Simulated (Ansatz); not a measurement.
**LaP (Fm-3m): the cell at rest**

Task: relax LaP (Fm-3m) tightly.

Method: DFT PBEsol, scalar-relativistic, plane waves, PAW, in Ansatz 0.2.0.

**1. The structure**

The structure is cubic, space group Fm-3m (No. 225). The conventional cell has a = 6.025 Å, b = 6.025 Å, c = 6.025 Å, α = 90.00°, β = 90.00°, γ = 90.00°. Nearest to La lie 6 P at 3.01 Å. Nearest to P lie 6 La at 3.01 Å. Farther neighbours are not listed.

**2. Probe on a coarse mesh**

A quick single point on a coarse mesh tells whether the cell has a gap and how far it is from rest, which sets the k mesh and smearing that follow.

The input, input.yaml:

```yaml
crystal:
  lattice:
    - [0.0, 3.0125, 3.0125]
    - [3.0125, 0.0, 3.0125]
    - [3.0125, 3.0125, 0.0]
  atoms:
    - { symbol: La, position: [0.0, 0.0, 0.0] }
    - { symbol: P, position: [0.5, 0.5, 0.5] }
kpoints:
  mp_grid: { grid: [6, 6, 6] }
hamiltonian:
  xc: pbesol
scf:
  occupations: { method: gaussian, width: 0.1 }
output:
  forces: true
  stress: true
  eigenvalues: true
```

Run with:

```console
$ ansatz run input.yaml --threads 4 --pin off --max-ram 7168MiB --backend cpu --events-out ev --progress --plain --runs-dir out
```

Numbers of over 12 decimals in the logs are rounded to 6 here.

Output:

```text
Engine: ansatz 0.2.0, x86_64-unknown-linux-gnu
Pseudopotentials: kind: paw
Pseudopotential: La, paw, valence charge 11, recommended cutoff 420 eV (normal), La.paw.azcp
Pseudopotential: P, paw, valence charge 5, recommended cutoff 420 eV (normal), P.paw.azcp
Functional definition: PBEsol
  exchange = pbesol_x
  correlation = pbesol_c
Crystal: 2 atoms, lattice volume = 54.678 Å³
[...]
--- Band table (eV; the first three rows and the last of 16) ---
  k-point 0: bands = [... 4 lower, -0.2970, 8.9630, 8.9630, 8.9630, 10.6053, 10.6053, 10.6053, 11.4652]
  k-point 1: bands = [... 4 lower, 0.0639, 7.8851, 8.2964, 8.2964, 10.6218, 10.9498, 10.9498, 11.7534]
  k-point 2: bands = [... 4 lower, 0.8078, 6.4177, 7.4888, 7.4888, 10.9570, 11.4711, 11.4711, 11.8697]
  k-point 15: bands = [... 4 lower, 0.3899, 7.5221, 7.8868, 7.9731, 10.2544, 11.5278, 11.7897, 11.8361]
[key lines of the parts left out:]
SCF converged after 6 iterations
Free energy (F): -6904.418713 eV
Fermi energy:    8.872601 eV
P = ⅓ Tr σ = -1.6234 GPa (-16.234 kbar)
```

It took 0.21 s on 4 threads of AMD EPYC 9R45, shared host; peak memory 0.38 GiB; 0.51 s of CPU time.

Numbers from this step:

* pressure: -1.623 GPa
* volume per atom: 27.34 Å³
* gap on the k-mesh: 0 eV

The coarse mesh shows no gap and a pressure of -1.6 GPa.

**3. Relaxation**

The cell and atoms are relaxed, since residual forces and stress would shift the frequencies.

input.yaml, the sections that differ from step 2:

```yaml
kpoints:
  mp_grid: { grid: [12, 12, 12] }
output:
  forces: true
  stress: true
  eigenvalues: true
  write_density: true
  write_potential: true
  elf: true
  volumetric_format: npy
relax:
  adjacent_minimum: "off"
  f_tol: 0.005
  max_steps: 80
  cell: { stress_tol: 0.05 }
# crystal, hamiltonian, scf: as in step 2
```

Output:

```text
[...]
Crystal: 2 atoms, lattice volume = 54.678 Å³
Basis set: ecut = 420 eV, 1067 PW (Γ), exchange–correlation on 60×60×60 points (8 copies of the dense FFT grid, shifted against one another)
Bands: 12, of which v1, the nominal top of the filled ones, is band 8 counted from 1 (7 counted from 0)
Symmetry: 48 space group operations
[...]
k-points: 72 of 1728
[...]
SCF iter   1: F=—  HF=-6904.431086 eV  |F-HF|=—  |Δ(HF+E_count)|=         —  Δρ=3.35e-3  dr2=1.17e-2  ethr=1.77e-3  ⟨swp⟩=4.7  Hψ=4538  notcnv=0
[...]
SCF iter   6: F=-6904.427538 eV  HF=-6904.427538 eV  |F-HF|=3.75e-10  |Δ(HF+E_count)|=   4.39e-8  Δρ=1.33e-6  dr2=9.06e-10  ethr=5.57e-10  ⟨swp⟩=9.3  Hψ=7166  notcnv=0
SCF 1 converged in 6 iterations: F = -6904.427538 eV  dr2 = 9.06e-10
[...]
relax step   1: F+E_penalty+E_count = -6904.42753751 eV  Δ(F+E_penalty+E_count) = +0.000e0 eV  max|allowed force component| = 3.172e-30 eV/Å  Δτ_max = 0.0000 Å  P = -1.722 GPa  Ω = 54.678 Å³  (6 SCF iters, dr2 threshold 1.00e-7 eV, accepted)
Crystal: 2 atoms, lattice volume = 52.095 Å³
Basis set: ecut = 420 eV, 965 PW (Γ), exchange–correlation on 60×60×60 points (8 copies of the dense FFT grid, shifted against one another)
[...]
iter 1 solved again at ethr=3.04e-6 eV; its pass at ethr=3.10e-3 eV (dr2=4.87e-4 eV) is discarded
[...]
SCF iter   5: F=-6904.426183 eV  HF=-6904.426183 eV  |F-HF|=1.33e-8  |Δ(HF+E_count)|=   1.01e-7  Δρ=5.62e-6  dr2=1.27e-8  ethr=1.25e-9  ⟨swp⟩=11.2  Hψ=7210  notcnv=0
SCF 2 converged in 5 iterations: F = -6904.426183 eV  dr2 = 1.27e-8
relax step   2: F+E_penalty+E_count = -6904.42618321 eV  Δ(F+E_penalty+E_count) = +1.354e-3 eV  max|allowed force component| = 1.512e-29 eV/Å  Δτ_max = 0.0000 Å  P = +2.060 GPa  Ω = 52.095 Å³  energy of the carried Pulay correction = +1.753e-4 eV  (5 SCF iters, dr2 threshold 2.00e-7 eV, rejected (line search))
Crystal: 2 atoms, lattice volume = 53.471 Å³
Basis set: ecut = 420 eV, 1037 PW (Γ), exchange–correlation on 60×60×60 points (8 copies of the dense FFT grid, shifted against one another)
[...]
SCF iter   7: F=-6904.434467 eV  HF=-6904.434467 eV  |F-HF|=0.00e0  |Δ(HF+E_count)|=  9.09e-13  Δρ=4.24e-8  dr2=1.23e-12  ethr=1.00e-12  ⟨swp⟩=7.1  Hψ=5259  notcnv=0
SCF 3 converged in 7 iterations: F = -6904.434467 eV  dr2 = 1.23e-12
relax step   3: F+E_penalty+E_count = -6904.43446696 eV  Δ(F+E_penalty+E_count) = -6.929e-3 eV  max|allowed force component| = 1.085e-30 eV/Å  Δτ_max = 0.0000 Å  P = -0.065 GPa  Ω = 53.471 Å³  energy of the carried Pulay correction = +8.087e-5 eV  (7 SCF iters, accepted)
[...]
relax step   4: F+E_penalty+E_count = -6904.43447899 eV  Δ(F+E_penalty+E_count) = -1.204e-5 eV  max|allowed force component| = 1.241e-30 eV/Å  Δτ_max = 0.0000 Å  P = -0.001 GPa  Ω = 53.427 Å³  energy of the carried Pulay correction = +8.383e-5 eV  (4 SCF iters, dr2 threshold 1.06e-8 eV, accepted)
[...]
SCF iter   4: F=-6904.434410 eV  HF=-6904.434410 eV  |F-HF|=9.09e-12  |Δ(HF+E_count)|=  6.46e-11  Δρ=1.47e-7  dr2=1.78e-12  ethr=1.00e-12  ⟨swp⟩=6.4  Hψ=5070  notcnv=0
SCF 5 converged in 4 iterations: F = -6904.434410 eV  dr2 = 1.78e-12
relax step   5: F+E_penalty+E_count = -6904.43440994 eV  Δ(F+E_penalty+E_count) = +6.905e-5 eV  max|allowed force component| = 1.233e-30 eV/Å  Δτ_max = 0.0000 Å  P = -0.004 GPa  Ω = 53.427 Å³  stress off target by 4.39e-3 GPa  SCF on the basis re-selected at this cell (its energy is not comparable with the rows above)  (4 SCF iters)
basis re-selected at this cell: Δ(F+E_penalty+E_count) = +6.905e-5 eV, ΔP = -0.003 GPa vs the last step (what re-selecting the basis moved, of the pressure what is left beyond the Pulay correction that the steps carried, after the strain that the cell walked since its last selection, with what the two solves' SCF thresholds leave and, on support functions, any second-order correction that the steps lacked; it is no m [...]
SCF converged after 4 iterations
Free energy (F): -6904.434410 eV
[...]
Internal energy: -6904.433608 eV  (E = F + TS)
E sigma→0 (E₀):  -6904.434009 eV
Entropy (-TS):   -0.000802 eV (-0.401 meV/atom)
Fermi energy:    9.140059 eV
[...]
--- Stress (GPa, compression-positive) ---
       -0.004390      -0.000000      -0.000000
       -0.000000      -0.004390      -0.000000
       -0.000000      -0.000000      -0.004390
  P = ⅓ Tr σ = -0.0044 GPa (-0.044 kbar)
--- Band table (eV; the first three rows and the last of 72) ---
  k-point 0: bands = [... 4 lower, -0.0780, 9.2347, 9.2347, 9.2347, 10.8721, 10.8721, 10.8721, 11.7758]
  k-point 1: bands = [... 4 lower, 0.0255, 8.8863, 9.0097, 9.0097, 10.8751, 10.9753, 10.9753, 11.9174]
  k-point 2: bands = [... 4 lower, 0.3067, 8.1419, 8.5460, 8.5460, 10.9003, 11.2325, 11.2325, 12.1062]
  k-point 71: bands = [... 4 lower, 0.7444, 7.4190, 8.1565, 8.1565, 11.3528, 11.3528, 12.1792, 12.1792]
--- Relaxed structure (4 steps of the walk, 3 accepted, 1 SCFs on fresh bases) ---
  F+E_penalty+E_count = -6904.43440994 eV   max|allowed force component| = 1.233e-30 eV/Å   (the final SCF, on the basis selected at the relaxed cell)
  cell:  # Å, volume = 53.4271 Å³
    - [0, 2.989352, 2.989352]
    - [2.989352, 0, 2.989352]
    - [2.989352, 2.989352, 0]
  atoms:
    - { symbol: La, position: [0, 0, 0] }
    - { symbol: P, position: [0.5, 0.5, 0.5] }
```

It took 1.8 s on 4 threads; peak memory 0.48 GiB.

Relaxation path:

```
step  energy less that of the first step (eV)  largest force component (eV/Å)  pressure (GPa)  volume (Å³)
   1                                   0.0000                          0.0000           -1.72        54.68
   2                                   0.0014                          0.0000            2.06        52.10
   3                                  -0.0069                          0.0000           -0.07        53.47
   4                                  -0.0069                          0.0000            0.00        53.43
  5*                                  -0.0069                          0.0000            0.00        53.43
```

Relaxation steps marked * repeat the geometry before them on a plane-wave basis chosen anew for their cell, so energy and pressure can jump there. Relaxation step 2 was tried and not accepted.

The run keeps the 48 symmetry operations that it works with, so distortions that break them were not tested.

```
conventional cell, symmetrised  before  after  change
                         a (Å)   6.025  5.979  -0.8 %
                         b (Å)   6.025  5.979  -0.8 %
                         c (Å)   6.025  5.979  -0.8 %
              volume (Å³/atom)   27.34  26.71  -2.3 %
```

The relaxed structure:

```xyz
2
Lattice="0.0000 2.9894 2.9894 2.9894 0.0000 2.9894 2.9894 2.9894 0.0000" Properties=species:S:1:pos:R:3 pbc="T T T"
La    0.0000    0.0000    0.0000
P     2.9894    2.9894    2.9894
```

Numbers from this step:

```yaml
pressure: -0.004390 GPa
volume_per_atom: 26.71 Å³
```

Valence density in the ac plane of the conventional cell at fractional y = 0.000, with atoms of La and P within 0.2 Å of it. It is the smooth field of the valence electrons, not physical close to the nuclei.

Ten even steps from '0' (0.1 e/Å³) to '9' (1.6 e/Å³), each cell a mean:
```
89721133123211499
98410123333100269
53100012221000024
11000001110000001
10000001110000001
22100013542000012
33210148996200133
13311279899411232
02311289889511231
23310269998311233
33100026874100123
11000002221000011
10000000110000001
21000001111000012
76200013332100147
99610133233201389
89721132013211598
```
Columns run along a (6.0 Å), rows up along c (6.0 Å), edges of the conventional cell, whose origin can differ from the input's. Atoms in or near the plane, at fractional coordinates: La at (0.00, 0.00), La at (0.50, 0.50), P at (0.50, 0.00), P at (0.00, 0.50).

Electrostatic potential energy in the ac plane of the conventional cell at fractional y = 0.000, with atoms of La and P within 0.2 Å of it. With pseudopotentials it is smooth inside the atoms' cores, unlike the true potential.

Ten even steps from '_' (-57 eV) to '@' (12 eV), each cell a mean:
```
++--==%%@@@@##::____==%%@@%%**--==
----**%%@@@@%%**--==##@@@@@@##++--
**##%%@@@@@@@@@@%%%%@@@@@@@@@@##**
%%@@@@@@@@@@@@@@@@@@@@@@@@@@@@@@%%
@@@@@@@@@@@@@@@@%%%%@@@@@@@@@@@@@@
%%@@@@@@@@@@%%##****##@@@@@@@@@@%%
==**%%@@@@%%**------++##@@@@@@##==
__::##@@@@%%==--++==--**%%@@%%==__
__..**@@@@##==--##++--**%%@@%%--__
..--%%@@@@%%++--------##@@@@@@**::
**%%@@@@@@@@##++====**%%@@@@@@%%##
@@@@@@@@@@@@@@%%##%%%%@@@@@@@@@@@@
@@@@@@@@@@@@@@@@@@@@@@@@@@@@@@@@@@
##%%@@@@@@@@@@@@@@@@@@@@@@@@@@%%%%
==++##@@@@@@@@%%**##%%@@@@@@%%**==
----++%%@@@@%%--..::**@@@@@@##----
##--==##@@@@**..____==%%@@%%**--++
```
Columns run along a (6.0 Å; values clipped at the 3rd and 97th percentile), rows up along c (6.0 Å), edges of the conventional cell, whose origin can differ from the input's. Atoms in or near the plane, at fractional coordinates: La at (0.00, 0.00), La at (0.50, 0.50), P at (0.50, 0.00), P at (0.00, 0.50).

ELF in the ac plane of the conventional cell at fractional y = 0.000, with atoms of La and P within 0.2 Å of it. It is the smooth field of the valence electrons, not physical close to the nuclei.

Values, 9 rows by 16 columns, each cell a mean:
```
0.46 0.73 0.73 0.32 0.37 0.76 0.75 0.43 0.34 0.63 0.81 0.58 0.24 0.57 0.78 0.55
0.58 0.47 0.25 0.10 0.25 0.53 0.66 0.69 0.69 0.68 0.61 0.37 0.12 0.17 0.39 0.55
0.55 0.53 0.46 0.29 0.12 0.13 0.27 0.41 0.44 0.34 0.19 0.10 0.19 0.39 0.50 0.55
0.53 0.72 0.80 0.56 0.20 0.47 0.77 0.71 0.64 0.76 0.65 0.26 0.35 0.74 0.80 0.61
0.05 0.44 0.80 0.60 0.29 0.66 0.76 0.29 0.15 0.59 0.79 0.41 0.40 0.77 0.67 0.15
0.71 0.79 0.78 0.52 0.17 0.36 0.68 0.75 0.75 0.75 0.53 0.19 0.33 0.70 0.80 0.74
0.42 0.38 0.31 0.19 0.12 0.16 0.26 0.35 0.37 0.30 0.20 0.13 0.15 0.27 0.35 0.41
0.71 0.63 0.39 0.14 0.28 0.64 0.76 0.77 0.76 0.77 0.72 0.46 0.14 0.24 0.54 0.69
0.27 0.64 0.77 0.38 0.39 0.77 0.72 0.26 0.16 0.51 0.80 0.59 0.27 0.63 0.78 0.41
```
Columns run along a (6.0 Å), rows up along c (6.0 Å), edges of the conventional cell, whose origin can differ from the input's. Atoms in or near the plane, at fractional coordinates: La at (0.00, 0.00), La at (0.50, 0.50), P at (0.50, 0.00), P at (0.00, 0.50).

In this step the volume went from 27.34 to 26.71 Å³/atom.

**4. Relaxing to small forces for the phonons**

Phonons need a cell at rest on their own settings, so the relaxation is repeated with tight tolerances on forces and stress, using the mesh and the filling of the phonon run that follows.

The input, input.yaml:

```yaml
crystal:
  lattice:
    - [0.0, 2.9893524227, 2.9893524227]
    - [2.9893524227, 0.0, 2.9893524227]
    - [2.9893524227, 2.9893524227, 0.0]
  atoms:
    - { symbol: La, position: [0.0, 0.0, 0.0] }
    - { symbol: P, position: [0.5, 0.5, 0.5] }
kpoints:
  mp_grid: { grid: [12, 12, 12] }
hamiltonian:
  xc: pbesol
scf:
  occupations: { method: methfessel_paxton, width: 0.15 }
output:
  forces: true
  stress: true
  eigenvalues: true
relax:
  adjacent_minimum: "off"
  f_tol: 0.001
  max_steps: 60
  cell: { stress_tol: 0.01 }
```

Output:

```text
[...]
Crystal: 2 atoms, lattice volume = 53.427 Å³
Basis set: ecut = 420 eV, 1037 PW (Γ), exchange–correlation on 60×60×60 points (8 copies of the dense FFT grid, shifted against one another)
Bands: 12, of which v1, the nominal top of the filled ones, is band 8 counted from 1 (7 counted from 0)
Symmetry: 48 space group operations
[...]
k-points: 72 of 1728
[...]
k-point 71: bands = [... 4 lower, 0.7446, 7.4191, 8.1566, 8.1566, 11.3526, 11.3526, 12.1789, 12.1789]
--- Relaxed structure (1 steps of the walk, 1 accepted, 1 SCFs on fresh bases) ---
[...]
cell:  # Å, volume = 53.4271 Å³
    - [0.0, 2.9893524227, 2.9893524227]
    - [2.9893524227, 0.0, 2.9893524227]
    - [2.9893524227, 2.9893524227, 0.0]
  atoms:
    - { symbol: La, position: [0.0, 0.0, 0.0] }
    - { symbol: P, position: [0.5, 0.5, 0.5] }
[key lines of the parts left out:]
SCF converged after 6 iterations
Free energy (F): -6904.433703 eV
Fermi energy:    9.113022 eV
P = ⅓ Tr σ = -0.0004 GPa (-0.004 kbar)
```

The job ended after 0.77 s (4 threads; peak memory 0.47 GiB; 2.4 s of CPU time).

Little changed from the start: no atom moved by 0.005 Å and no cell edge by 0.1 %.

This step gave:

```yaml
pressure: -4.48e-4 GPa
```

The forces vanish by symmetry and the pressure is 0.000 GPa, within the tolerances set. The cell now holds 26.71 Å³/atom.

**5. Summary of results**

```json
{
  "space group after relaxation": "Fm-3m",
  "lattice constant a": "5.979 Å",
  "lattice constant b": "5.979 Å",
  "lattice constant c": "5.979 Å",
  "volume per atom": "26.7 Å³"
}
```

**Reading.** The forces vanish by symmetry and the pressure is 0.000 GPa, within the tolerances set. The cell now holds 26.71 Å³/atom. The relaxation keeps the symmetry of its start, so it says nothing on stability against lower symmetry. Spin-orbit coupling is left out, which can matter for the heavy elements here.

[Logs are printed without paths, hosts, clocks, repeated set-up lines and the standing remarks that a program may print on its own settings, such as how far it seeks lower states.]

[Hosts, paths, dates, database ids (printed as entryN), source tags and the programs' standing remarks are cut or masked in the printed files.]
